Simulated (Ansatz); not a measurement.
# Sn2C (model cell, started as cuprite): following an unstable mode, part 2 of 2

Aim: this structure of Sn2C (model cell, started as cuprite) is to be tested for unstable modes, and one is followed downhill.

Ansatz 0.2.0; DFT PBEsol, scalar-relativistic, plane waves, PAW.

So far, highest frequency on the path or at a solved wavevector (cm⁻¹): step 2 (phonons on a q mesh) 535. Also lowest frequency on the path (cm⁻¹): step 2 -184.

The structure was built from a prototype and need not be the compound's stable phase.

## 4. The mode frozen in, largest atomic shift 0.22 Å

The atoms are moved along the unstable eigenvector, the largest shift by 0.22 Å, with the cell fixed.

File input.yaml:

```yaml
crystal:
  lattice:
    - [-5.0213021337, 0.0, 0.0]
    - [0.0, -5.0213021337, -5.0213021337]
    - [0.0, -5.0213021337, 5.0213021337]
  atoms:
    - { symbol: C, position: [0.0, 0.5219066682, 0.5219066682] }
    - { symbol: C, position: [0.0, -0.0219066682, -0.0219066682] }
    - { symbol: C, position: [0.5, -0.0219066682, 0.5219066682] }
    - { symbol: C, position: [0.5, 0.5219066682, -0.0219066682] }
    - { symbol: Sn, position: [0.75, 0.25, 0.4904551692] }
    - { symbol: Sn, position: [0.75, 0.75, 0.0095448308] }
    - { symbol: Sn, position: [0.25, 0.0095448308, 0.25] }
    - { symbol: Sn, position: [0.25, 0.4904551692, 0.75] }
    - { symbol: Sn, position: [0.25, 0.0095448308, 0.75] }
    - { symbol: Sn, position: [0.25, 0.4904551692, 0.25] }
    - { symbol: Sn, position: [0.75, 0.75, 0.4904551692] }
    - { symbol: Sn, position: [0.75, 0.25, 0.0095448308] }
kpoints:
  mp_grid: { grid: [8, 6, 6] }
hamiltonian:
  xc: pbesol
scf:
  occupations: { method: methfessel_paxton, width: 0.2 }
output:
  forces: true
  stress: true
  eigenvalues: true
```

Launch:

```sh
ansatz run input.yaml --threads 8 --pin off --max-ram 14336MiB --backend cpu --events-out ev --progress --plain --runs-dir out
```

Numbers of over 12 decimals in the logs are rounded to 6 here.

What it wrote:

```text
[...]
Crystal: 12 atoms, lattice volume = 253.209 Å³
Basis set: ecut = 420 eV, 4981 PW (Γ), exchange–correlation on 72×96×96 points (8 copies of the dense FFT grid, shifted against one another)
Bands: 77, of which v1, the nominal top of the filled ones, is band 64 counted from 1 (63 counted from 0)
Symmetry: 8 space group operations
[...]
k-points: 50 of 288 (time reversal used)
[...]
k-point 0: bands = [... 60 lower, 7.5684, 8.7372, 9.0435, 11.2518, 11.7650, 11.7710, 11.7710, 11.8906, ... 9 higher]
  k-point 1: bands = [... 60 lower, 7.9533, 8.8402, 9.2419, 10.7284, 11.0056, 11.1235, 11.5968, 11.6836, ... 9 higher]
  k-point 2: bands = [... 60 lower, 8.5419, 8.8705, 9.8442, 9.9350, 10.0440, 10.5060, 11.0409, 11.2331, ... 9 higher]
  k-point 49: bands = [... 60 lower, 8.7154, 8.7825, 9.0000, 9.0000, 11.7367, 11.7642, 11.7642, 11.8190, ... 9 higher]
[key lines of the parts left out:]
SCF converged after 7 iterations
Free energy (F): -48570.776106 eV
Fermi energy:    10.029348 eV
P = ⅓ Tr σ = 1.2143 GPa (12.143 kbar)
```

Wall time 8.5 s (8 threads of Arm Neoverse V2, shared host); peak memory 1.4 GiB.

Numbers from this step:

```yaml
pressure: 1.214 GPa
energy_from_the_undistorted_cell: -10.48 meV/atom
```

The energy, extrapolated to zero smearing, is -10.48 meV/atom against the undistorted cell.

The run ends at a pressure of 1.21 GPa, with forces up to 0.96 eV/Å.

## 5. Energy along the mode, all amplitudes (two of the runs are shown above)

An imaginary frequency means negative curvature, so the energy should fall and then rise again as anharmonic terms take over.

This step gave:

| Quantity | Value |
| --- | --- |
| depth at the lowest point sampled | 10.48 meV/atom |
| largest atomic shift at that point | 0.22 Å |

The energy from the parent by largest atomic shift:

```
largest atomic shift (Å)  energy from the parent (meV/atom)
                   0.000                                  0
                   0.040                             -0.911
                   0.080                              -3.10
                   0.140                              -7.08
                   0.220                              -10.5
                   0.320                              -2.67
                   0.450                               37.2
```

Displacement at unit largest shift by atom:

```
atom  x (Å)  y (Å)  z (Å)  size
  C1   0.00  -1.00   0.00  1.00
  C2   0.00   1.00   0.00  1.00
  C3   0.00   0.00   1.00  1.00
  C4   0.00   0.00  -1.00  1.00
 Sn5   0.00   0.22  -0.22  0.31
 Sn6   0.00  -0.22   0.22  0.31
 Sn7   0.00  -0.22  -0.22  0.31
 Sn8   0.00   0.22   0.22  0.31
 Sn9   0.00  -0.22  -0.22  0.31
Sn10   0.00   0.22   0.22  0.31
Sn11   0.00   0.22  -0.22  0.31
Sn12   0.00  -0.22   0.22  0.31
```

The lowest of the steps tried is at 0.22 Å, 10.5 meV/atom below the parent; the bottom of the well need not coincide with a step.

## 6. Relaxing from the distorted cell

Starting from the lowest point found, all atoms and the cell are let go, so that strain and other modes of the same symmetry can join in.

Changes to input.yaml since step 4:

```diff
@@ -28 +28,6 @@
   eigenvalues: true
+relax:
+  adjacent_minimum: "off"
+  f_tol: 0.002
+  max_steps: 120
+  cell: { stress_tol: 0.03 }
```

What it wrote:

```text
[...]
Crystal: 12 atoms, lattice volume = 253.209 Å³
Basis set: ecut = 420 eV, 4981 PW (Γ), exchange–correlation on 72×96×96 points (8 copies of the dense FFT grid, shifted against one another)
Bands: 77, of which v1, the nominal top of the filled ones, is band 64 counted from 1 (63 counted from 0)
Symmetry: 8 space group operations
[...]
k-points: 50 of 288 (time reversal used)
[...]
SCF iter   1: F=—  HF=-48570.899389 eV  |F-HF|=—  |Δ(HF+E_count)|=         —  Δρ=1.21e-2  dr2=5.73e-1  ethr=1.77e-3  ⟨swp⟩=7.5  Hψ=15623  notcnv=0
[...]
SCF iter   7: F=-48570.776106 eV  HF=-48570.776106 eV  |F-HF|=2.30e-8  |Δ(HF+E_count)|=   7.44e-9  S|Δr|=    0.00e0  Δρ=5.02e-6  dr2=9.96e-8  ethr=7.81e-11  ⟨swp⟩=12.3  Hψ=20719  notcnv=0
SCF 1 converged in 7 iterations: F = -48570.776106 eV  dr2 = 9.96e-8
[...]
relax step   1: F+E_penalty+E_count = -48570.77610554 eV  Δ(F+E_penalty+E_count) = +0.000e0 eV  max|allowed force component| = 6.813e-1 eV/Å  Δτ_max = 0.0000 Å  P = +1.214 GPa  Ω = 253.209 Å³  (7 SCF iters, dr2 threshold 1.00e-7 eV, accepted)
Crystal: 12 atoms, lattice volume = 250.963 Å³
Basis set: ecut = 420 eV, 4965 PW (Γ), exchange–correlation on 72×96×96 points (8 copies of the dense FFT grid, shifted against one another)
[...]
SCF iter   7: F=-48571.658868 eV  HF=-48571.658868 eV  |F-HF|=6.03e-7  |Δ(HF+E_count)|=   2.21e-8  S|Δr|=    0.00e0  Δρ=1.44e-5  dr2=8.29e-7  ethr=9.37e-10  ⟨swp⟩=9.4  Hψ=18100  notcnv=0
SCF 2 converged in 7 iterations: F = -48571.658868 eV  dr2 = 8.29e-7
[...]
relax step   2: F+E_penalty+E_count = -48571.65886758 eV  Δ(F+E_penalty+E_count) = -8.828e-1 eV  max|allowed force component| = 5.819e-1 eV/Å  Δτ_max = 0.1901 Å  P = +0.998 GPa  Ω = 250.963 Å³  energy of the carried Pulay correction = +2.012e-3 eV  (7 SCF iters, dr2 threshold 1.20e-6 eV, accepted)
Crystal: 12 atoms, lattice volume = 251.755 Å³
[...]
SCF iter   7: F=-48571.577638 eV  HF=-48571.577638 eV  |F-HF|=3.27e-7  |Δ(HF+E_count)|=   3.27e-7  S|Δr|=    0.00e0  Δρ=9.53e-6  dr2=6.56e-7  ethr=9.37e-10  ⟨swp⟩=8.7  Hψ=17194  notcnv=0
SCF 3 converged in 7 iterations: F = -48571.577638 eV  dr2 = 6.56e-7
relax step   3: F+E_penalty+E_count = -48571.57763782 eV  Δ(F+E_penalty+E_count) = +8.123e-2 eV  max|allowed force component| = 1.243e0 eV/Å  Δτ_max = 0.1963 Å  P = +1.599 GPa  Ω = 251.755 Å³  energy of the carried Pulay correction = +1.300e-3 eV  (7 SCF iters, dr2 threshold 1.20e-6 eV, rejected (line search))
[...]
relax step   4: F+E_penalty+E_count = -48571.86163310 eV  Δ(F+E_penalty+E_count) = -2.028e-1 eV  max|allowed force component| = 2.713e-1 eV/Å  Δτ_max = 0.0677 Å  P = -0.402 GPa  Ω = 256.195 Å³  energy of the carried Pulay correction = -2.648e-3 eV  (11 SCF iters, accepted)
[...]
relax step   5: F+E_penalty+E_count = -48571.88217474 eV  Δ(F+E_penalty+E_count) = -2.054e-2 eV  max|allowed force component| = 1.986e-1 eV/Å  Δτ_max = 0.0541 Å  P = -0.186 GPa  Ω = 255.670 Å³  energy of the carried Pulay correction = -2.184e-3 eV  (6 SCF iters, dr2 threshold 1.20e-6 eV, accepted)
[...]
relax step   6: F+E_penalty+E_count = -48571.89530259 eV  Δ(F+E_penalty+E_count) = -1.313e-2 eV  max|allowed force component| = 1.038e-2 eV/Å  Δτ_max = 0.0209 Å  P = +0.038 GPa  Ω = 254.752 Å³  energy of the carried Pulay correction = -1.372e-3 eV  (5 SCF iters, dr2 threshold 1.20e-6 eV, accepted)
[...]
relax step   7: F+E_penalty+E_count = -48571.89529643 eV  Δ(F+E_penalty+E_count) = +6.161e-6 eV  max|allowed force component| = 1.074e-3 eV/Å  Δτ_max = 0.0014 Å  P = +0.002 GPa  Ω = 254.877 Å³  energy of the carried Pulay correction = -1.483e-3 eV  (5 SCF iters, dr2 threshold 1.11e-8 eV, accepted)
[...]
relax step   8: F+E_penalty+E_count = -48571.89714126 eV  Δ(F+E_penalty+E_count) = -1.845e-3 eV  max|allowed force component| = 1.153e-3 eV/Å  Δτ_max = 0.0000 Å  P = +0.005 GPa  Ω = 254.877 Å³  stress off target by 3.58e-2 GPa  SCF on the basis re-selected at this cell (its energy is not comparable with the rows above)  (5 SCF iters)
[...]
relax step   9: F+E_penalty+E_count = -48571.89719775 eV  Δ(F+E_penalty+E_count) = -5.649e-5 eV  max|allowed force component| = 5.636e-4 eV/Å  Δτ_max = 0.0009 Å  P = -0.001 GPa  Ω = 254.894 Å³  energy of the carried Pulay correction = -2.091e-5 eV  (6 SCF iters, dr2 threshold 3.20e-9 eV, accepted)
[...]
SCF iter   5: F=-48571.897280 eV  HF=-48571.897280 eV  |F-HF|=7.28e-12  |Δ(HF+E_count)|=  2.18e-11  S|Δr|=    0.00e0  Δρ=5.33e-8  dr2=2.64e-11  ethr=1.00e-12  ⟨swp⟩=6.7  Hψ=14362  notcnv=0
SCF 10 converged in 5 iterations: F = -48571.897280 eV  dr2 = 2.64e-11
relax step  10: F+E_penalty+E_count = -48571.89727983 eV  Δ(F+E_penalty+E_count) = -8.208e-5 eV  max|allowed force component| = 5.776e-4 eV/Å  Δτ_max = 0.0000 Å  P = -0.001 GPa  Ω = 254.894 Å³  stress off target by 5.14e-3 GPa  SCF on the basis re-selected at this cell (its energy is not comparable with the rows above)  (5 SCF iters)
[...]
SCF converged after 5 iterations
[...]
Free energy (F): -48571.897280 eV
[...]
Internal energy: -48571.902195 eV  (E = F + TS)
E sigma→0 (E₀):  -48571.898509 eV
Entropy (-TS):   0.004915 eV (0.410 meV/atom)
Fermi energy:    9.906828 eV
[...]
--- Forces (eV/Å), atoms counted from 1 ---
  atom   1  C     -0.00000000     0.00057759    -0.00000000
  atom   2  C     -0.00000000    -0.00057759     0.00000000
  atom   3  C      0.00000000    -0.00000000    -0.00057759
  atom   4  C      0.00000000    -0.00000000     0.00057759
  atom   5  Sn    -0.00000000    -0.00000521     0.00000521
  atom   6  Sn    -0.00000000     0.00003213    -0.00003213
  atom   7  Sn     0.00000000     0.00000521     0.00000521
  atom   8  Sn     0.00000000    -0.00003213    -0.00003213
  atom   9  Sn     0.00000000     0.00003213     0.00003213
  atom  10  Sn     0.00000000    -0.00000521    -0.00000521
  atom  11  Sn     0.00000000    -0.00003213     0.00003213
  atom  12  Sn    -0.00000000     0.00000521    -0.00000521
  max |Σ_I F_I| component: 1.51e-16 eV/Å
--- Stress (GPa, compression-positive) ---
        0.005136       0.000000       0.000000
        0.000000      -0.003474       0.000000
        0.000000       0.000000      -0.003474
  P = ⅓ Tr σ = -0.0006 GPa (-0.006 kbar)
--- Band table (eV; the first three rows and the last of 50) ---
  k-point 0: bands = [... 60 lower, 7.4837, 8.2325, 8.8936, 10.1373, 11.5719, 11.7443, 11.7443, 11.7658, ... 9 higher]
  k-point 1: bands = [... 60 lower, 7.8882, 8.3486, 9.0638, 9.8154, 10.8867, 10.9135, 11.5042, 11.6944, ... 9 higher]
  k-point 2: bands = [... 60 lower, 8.4912, 8.5232, 9.2219, 9.3559, 9.9670, 10.2655, 11.1414, 11.2538, ... 9 higher]
  k-point 49: bands = [... 60 lower, 8.4533, 8.8977, 8.8977, 9.1058, 10.3445, 11.6305, 11.6305, 11.7386, ... 9 higher]
--- Relaxed structure (8 steps of the walk, 7 accepted, 2 SCFs on fresh bases) ---
  F+E_penalty+E_count = -48571.89727983 eV   max|allowed force component| = 5.776e-4 eV/Å   (the final SCF, on the basis selected at the relaxed cell)
  cell:  # Å, volume = 254.8937 Å³
    - [-5.099994, 0, 0]
    - [0, -4.998960, -4.998960]
    - [0, -4.998960, 4.998960]
  atoms:
    - { symbol: C, position: [0, 0.520385, 0.520385] }
    - { symbol: C, position: [0, -0.020385, -0.020385] }
    - { symbol: C, position: [0.5, -0.020385, 0.520385] }
    - { symbol: C, position: [0.5, 0.520385, -0.020385] }
    - { symbol: Sn, position: [0.75, 0.25, 0.467253] }
    - { symbol: Sn, position: [0.75, 0.750000, 0.050313] }
    - { symbol: Sn, position: [0.25, 0.032747, 0.25] }
    - { symbol: Sn, position: [0.25, 0.449687, 0.75] }
    - { symbol: Sn, position: [0.25, 0.050313, 0.750000] }
    - { symbol: Sn, position: [0.25, 0.467253, 0.250000] }
    - { symbol: Sn, position: [0.75, 0.75, 0.449687] }
    - { symbol: Sn, position: [0.75, 0.25, 0.032747] }
```

Elapsed: 1.9 min, on 8 threads; peak memory 1.6 GiB.

Step by step:

```
step  energy less that of the first step (eV)  largest force component (eV/Å)  pressure (GPa)  volume (Å³)
   1                                   0.0000                          0.6813            1.21       253.21
   2                                  -0.8828                          0.5819            1.00       250.96
   3                                  -0.8015                          1.2430            1.60       251.76
   4                                  -1.0855                          0.2713           -0.40       256.20
   5                                  -1.1061                          0.1986           -0.19       255.67
   6                                  -1.1192                          0.0104            0.04       254.75
   7                                  -1.1192                          0.0011            0.00       254.88
  8*                                  -1.1210                          0.0012            0.01       254.88
   9                                  -1.1211                          0.0006            0.00       254.89
 10*                                  -1.1212                          0.0006            0.00       254.89
```

Relaxation steps marked * repeat the geometry before them on a plane-wave basis chosen anew for their cell, so energy and pressure can jump there. Relaxation step 3 was tried and not accepted.

Forces are held to the 8 operations that the run works with; a distortion that breaks them can't arise in this run.

```
     cell as run  before  after  change
           a (Å)   5.021  5.100  +1.6 %
           b (Å)   7.101  7.070  -0.4 %
           c (Å)   7.101  7.070  -0.4 %
volume (Å³/atom)   21.10  21.24  +0.7 %
```

The atoms that moved most (Å, as changes of fractional coordinates times the final cell):

```
atom     dx      dy      dz  length
 Sn9  0.000  -0.204  -0.204   0.288
Sn11  0.000   0.204  -0.204   0.288
 Sn6  0.000  -0.204   0.204   0.288
 Sn8  0.000   0.204   0.204   0.288
Sn12  0.000  -0.116   0.116   0.164
Sn10  0.000   0.116   0.116   0.164
 Sn5  0.000   0.116  -0.116   0.164
 Sn7  0.000  -0.116  -0.116   0.164
```

Final coordinates:

```
C Sn
1.0
    -5.09999    0.00000    0.00000
     0.00000   -4.99896   -4.99896
     0.00000   -4.99896    4.99896
C Sn
4 8
Direct
  0.00000 0.52039 0.52039
  0.00000 0.97961 0.97961
  0.50000 0.97961 0.52039
  0.50000 0.52039 0.97961
  0.75000 0.25000 0.46725
  0.75000 0.75000 0.05031
  0.25000 0.03275 0.25000
  0.25000 0.44969 0.75000
  0.25000 0.05031 0.75000
  0.25000 0.46725 0.25000
  0.75000 0.75000 0.44969
  0.75000 0.25000 0.03275
```

Numbers from this step:

| Property | Result |
| --- | --- |
| pressure | -6.04e-4 GPa |
| volume per atom | 21.24 Å³ |

The distorted start has space group P4_222; the relaxation ends in P4_222.

## 7. Results

```json
{
 "unstable mode of the parent": "q = (0, -0.5, -0.5), 184i cm⁻¹",
 "depth at the lowest point sampled": "10.5 meV/atom",
 "largest atomic shift at that point": "0.22 Å",
 "space group reached (within 0.01 Å)": "P4_222",
 "energy gained over the parent (first relaxation, on the mesh of the frozen mode)": "104 meV/atom",
 "volume per atom, phase reached": "21.2 Å³"
}
```

Along this mode the structure falls into P4_222, 104 meV/atom below the parent. At the parent's cell the well is 10.48 meV/atom deep on the steps tried, with its lowest point at a shift of 0.22 Å. Relaxing atoms and cell changes the gain by +93.44 meV/atom against the lowest step (energies at zero smearing). Most of the total comes from this relaxation. The modes of the phase reached were not computed on this path. Of the 6 patterns followed to their end from this parent, this one ends 287 meV/atom above the lowest, R-3m. Each path keeps the symmetry of its pattern, so a lower phase may lie along a pattern not tried. With no gap, or one that is small against the smearing, the frequencies hang on the k mesh and the smearing, most of all near Kohn anomalies. Spin-orbit coupling is left out, which can matter for the heavy elements here. A phonon run warned that its eigensolver left some bands unconverged in a pass. The starting cell was built on a prototype and not taken from a measurement, so the phase need not exist.

[Logs are printed without paths, hosts, clocks, repeated set-up lines and the standing remarks that a program may print on its own settings, such as how far it seeks lower states.]

[Hosts, paths, dates, database ids (printed as entryN), source tags and the programs' standing remarks are cut or masked in the printed files.]
